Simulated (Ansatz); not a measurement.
# Is Re-Ti-Ti-Re stack of (111) layers a stable metal?, part 3 of 3

The plan: relax Re-Ti-Ti-Re stack of (111) layers, check its phonons, and, if the lattice is stable, compute its Eliashberg function and ρ(T).

Ansatz 0.2.0; DFT PBEsol, scalar-relativistic, plane waves, PAW; PAW set soft_1.

So far, highest frequency, solved or plainly interpolated (cm⁻¹): step 5 (phonons by linear response: q 2×2×1, k 8×8×1) 297; step 6 (k-mesh 9×9×1, q mesh 3×3×1) 316. Also lowest frequency on the path (cm⁻¹): step 5 -65.8; step 6 -83.2.

## (7) Electron–phonon run: q 3×3×1, k 9×9×1, scattering 18×18×1

Phonons, couplings and the Boltzmann equation in one run.

The input, input.yaml:

```yaml
crystal:
  lattice:
    - [2.6847843089, 2.6518e-06, 0.0]
    - [-1.342394451, 2.3250900893, 0.0]
    - [0.0, 0.0, 38.1180212893]
  atoms:
    - { symbol: Re, position: [0.0, 0.0, 0.145304083] }
    - { symbol: Ti, position: [0.3333333333, 0.6666666667, 0.2070963798] }
    - { symbol: Ti, position: [0.6666666667, 0.3333333333, 0.269292724] }
    - { symbol: Re, position: [0.0, 0.0, 0.3310850208] }
  periodic: [true, true, false]
kpoints:
  mp_grid: { grid: [9, 9, 1] }
hamiltonian:
  xc: pbesol
  pseudopotentials: { kind: paw, azcp: { folder: soft_1 }, xc_functional: pbe }
scf:
  occupations: { method: methfessel_paxton, width: 0.2 }
output:
  eigenvalues: true
phonons:
  method: dfpt
  qmesh: [3, 3, 1]
  temperatures: { t_max: 1000, t_step: 50 }
  qpath:
    path:
      - [0.0, 0.0, 0.0]
      - [0.5, 0.0, 0.0]
      - [0.33333333, 0.33333333, 0.0]
      - [0.0, 0.0, 0.0]
    npoints: 10
  electrical_resistivity:
    mesh: [18, 18, 1]
    temperatures: [20.0, 50.0, 77.0, 100.0, 150.0, 200.0, 300.0, 400.0, 600.0, 800.0]
```

Run with:

```bash
ansatz run input.yaml --threads 4 --pin off --max-ram 12288MiB --backend cpu --events-out ev --progress --plain --runs-dir out
```

What it wrote:

```text
[the first part of the log is left out]
  E_hartree    = 134081.858345
  E_xc         = -937.144490
  E_vxc        = -867.670813  (∫ρ·V_xc dr)
  E_paw        = -19188.218340  (= ΣΔE_a)
  E_vpaw       = -657.331571  (= ΣTr[D̂ρ^β])
  E_aug_tail   = -0.000053  (compensation charges beyond the density's cutoff)
  E_ewald      = 128032.527089
  E_core_change = 0.745422  (= ΣΔE_core)
  E_smearing   = -0.005007  (= −TS)
  E_closure    = -0.000000  (closes the sum)
  Σ components = -26421.936385   (vs F -26421.936385, Δ=0.00e0)
--- Band table (eV; the first three rows and the last of 12) ---
  k-point 0: bands = ["-85.1714", "-85.1714", "-61.5496", "-61.4624", "-47.0816", "-47.0813", "-46.3675", "-46.3675", "-46.3675", "-46.3675", "-38.1363", "-37.6645", "-37.3143", "-37.3143", "-37.2696", "-37.2696", "-13.1082", "-12.9619", "-10.6528", "-9.4225", "-7.2060", "-6.8878", "-6.3924", "-6.3924", "-6.3915", "-6.3915", "-5.3590", "-5.3461", "-4.9649", "-4.3139", "-4.3139", "-4.2554", "-4.2554", "-2.9859", "-2.9859", "-2.8351", "-2.8351", "-2.0561", "-2.0561"]
  k-point 1: bands = ["-85.1591", "-85.1591", "-61.5233", "-61.4407", "-47.0617", "-47.0615", "-46.5104", "-46.5103", "-46.4004", "-46.4004", "-38.1059", "-37.6652", "-37.4354", "-37.3966", "-37.3461", "-37.2949", "-12.5565", "-12.3996", "-10.2339", "-9.0944", "-7.1779", "-6.8664", "-6.8354", "-6.6465", "-5.9808", "-5.9060", "-5.9032", "-5.8665", "-5.1948", "-4.4743", "-4.4103", "-4.0867", "-4.0258", "-3.2142", "-3.0923", "-2.8929", "-2.7661", "-2.0604", "-1.7206"]
  k-point 2: bands = ["-85.1280", "-85.1280", "-61.4555", "-61.3860", "-47.0111", "-47.0110", "-46.8620", "-46.8620", "-46.4827", "-46.4827", "-38.0360", "-37.8021", "-37.7029", "-37.6009", "-37.4244", "-37.3599", "-11.2533", "-11.1072", "-9.3393", "-8.5915", "-7.6009", "-7.2481", "-7.0993", "-7.0835", "-6.8588", "-6.2750", "-5.1527", "-4.9494", "-4.5831", "-4.5506", "-4.2790", "-3.9798", "-3.8525", "-3.5097", "-3.0656", "-2.5835", "-2.4037", "-2.0727", "-1.3517"]
  k-point 11: bands = ["-85.0527", "-85.0527", "-61.2705", "-61.2705", "-47.1836", "-47.1836", "-47.1809", "-47.1809", "-46.8878", "-46.8877", "-38.0952", "-38.0738", "-38.0738", "-37.9712", "-37.6614", "-37.6614", "-8.2698", "-8.2698", "-7.9597", "-7.9597", "-7.1266", "-6.9840", "-6.9840", "-6.9726", "-6.9726", "-6.9045", "-6.5413", "-5.6815", "-5.6815", "-3.7019", "-3.7019", "-3.4876", "-2.9080", "-2.3840", "-1.5509", "-1.5509", "2.2241", "2.6785", "3.4646"]
--- Phonons (Γ-DFPT): 8 representative perturbations + reference (Σ response iterations 40) ---
  ASR residual: 6.508e-5 → 0.000e0 eV/Å²; symmetrization residual: 4.460e-7 eV/Å²
  The last average, over the group as it would stand without the narrowing to the FFT grids, took up to 7.550e-8 eV/Å² of the zone centre's force constants
  ASR residual per site (eV/Å²): 6.50e-5 4.06e-5 3.83e-5 6.51e-5
  Γ frequencies (cm⁻¹): -83.21 -83.21 -51.04 -51.04 0.00 0.00 0.00 65.29 65.29 66.25 217.50 266.62
--- Phonons (arbitrary-q DFPT): 3 irreducible q on the 3×3×1 mesh ---
  q = [0.0000, 0.0000, 0.0000] (star 1, of the zone-centre solve; hermiticity 9.75e-8, symmetrization 2.26e-8, taken by the last average 8.25e-9): -83.21 -83.21 -51.04 -51.04 -0.00 -0.00 0.00 65.29 65.29 66.25 217.50 266.62
  q = [0.0000, 0.3333, 0.0000] (star 6, 12 solved perturbations in 828 linear systems a pass and spin channel, the states on 81 of 81 k-point pairs; hermiticity 3.61e-8, symmetrization 6.04e-9, taken by the last average 4.60e-9): -33.04 -25.03 -20.07 72.28 79.88 148.67 162.60 180.21 183.80 238.11 271.11 295.39
  q = [0.3333, 0.3333, 0.0000] (star 2, 8 solved perturbations in 400 linear systems a pass and spin channel, the states on 81 of 81 k-point pairs; hermiticity 3.58e-8, symmetrization 1.01e-8, taken by the last average 6.75e-9): 89.81 90.17 112.73 112.73 135.23 135.23 150.66 150.66 260.88 263.53 263.53 274.26
  sum rule: each row above includes the acoustic sum rule's correction from the zone centre's row sums; it moved no ω² by more than (0.48 cm⁻¹)²
  mesh force constants: q→R imaginary residual 0.00e0; ASR residual 6.508e-5 → 0.000e0 eV/Å²; symmetrization residual 8.882e-15 eV/Å²
  interpolated dispersion: 31 rows × 12 modes
  density of states and harmonic sums: on the 27×27×1 q-mesh, interpolated from the force constants of a 3×3×1 supercell (no non-analytic term)
  largest difference from the sums on the solved wave vectors: F 3.30e-1 eV, S 4.39e-4 and C_V 1.10e-4 eV/K
  zero-point energy: 0.102842 eV/cell   skipped modes (ω ≤ 0): 125, of them read as no rigid motion or as one in doubt: 122 (1.503e0 modes/cell left out, lowest -83.21 cm⁻¹)   left out of the sums: 1.26e-1 of the cell's modes: C_V's classical limit lies that fraction below 3 k_B per atom; for a crystal, a wire or a layer, F and S can be off by more, and a phonons.interpolated_qmesh denser along its periods is the remedy for the sampling
Error: electrical resistivity: the mode of lowest frequency at the wavevector [0.0000, 0.0000, 0.0000] is imaginary, -83.21 cm⁻¹ (written negative): the force constants describe an unstable lattice; relax the structure, enlarge phonons.supercell (under dfpt, kpoints.mp_grid), or, with a block electrical_resistivity or superconductivity, name a file of force constants under which the crystal is stable (phonons.electron_phonon_force_constants)
The harmonic force constants that this run solved are whole in <dir>
```

The job ended after 12 min (4 threads of Arm Neoverse N1, shared host; peak memory 2 GiB).

The run ended with an error.

The program's message: “electrical resistivity: the mode of lowest frequency at the wavevector [0.0000, 0.0000, 0.0000] is imaginary, -83.21 cm⁻¹ (written negative): the force constants describe an unstable lattice; relax th …”

The run stops because a mode is imaginary on the scattering mesh, where no scattering rate is defined; denser k meshes, other smearings and, between solved wavevectors, finer q meshes show whether the instability is real.

## (8) Results

```
phonon run of the rows without a label of their own : PBEsol, q 3×3×1, k 9×9×1
softest mode on the q mesh                          : -83.2 cm⁻¹ at q = (0, 0, 0)
highest frequency, solved or plainly interpolated   : 316 cm⁻¹
```

The lattice is dynamically unstable at this level: a mode at q = (0, 0, 0) is imaginary, 83.2i cm⁻¹, so no harmonic coupling constant or resistivity is defined for this structure. These meshes are coarse, and single modes of a metal can move by tens of cm⁻¹ with the k mesh. Spin–orbit coupling, left out here, matters for Re. The phonon runs are not spin-polarised. The PAW files were made for PBE; under other functionals the run regenerates their frozen core. The structure was built by hand as an ordered model, and its stability against other phases was not tested.

[Logs are printed without paths, hosts, clocks, repeated set-up lines and the standing remarks that a program may print on its own settings, such as how far it seeks lower states.]

[Hosts, paths, dates, database ids (printed as entryN), source tags and the programs' standing remarks are cut or masked in the printed files.]
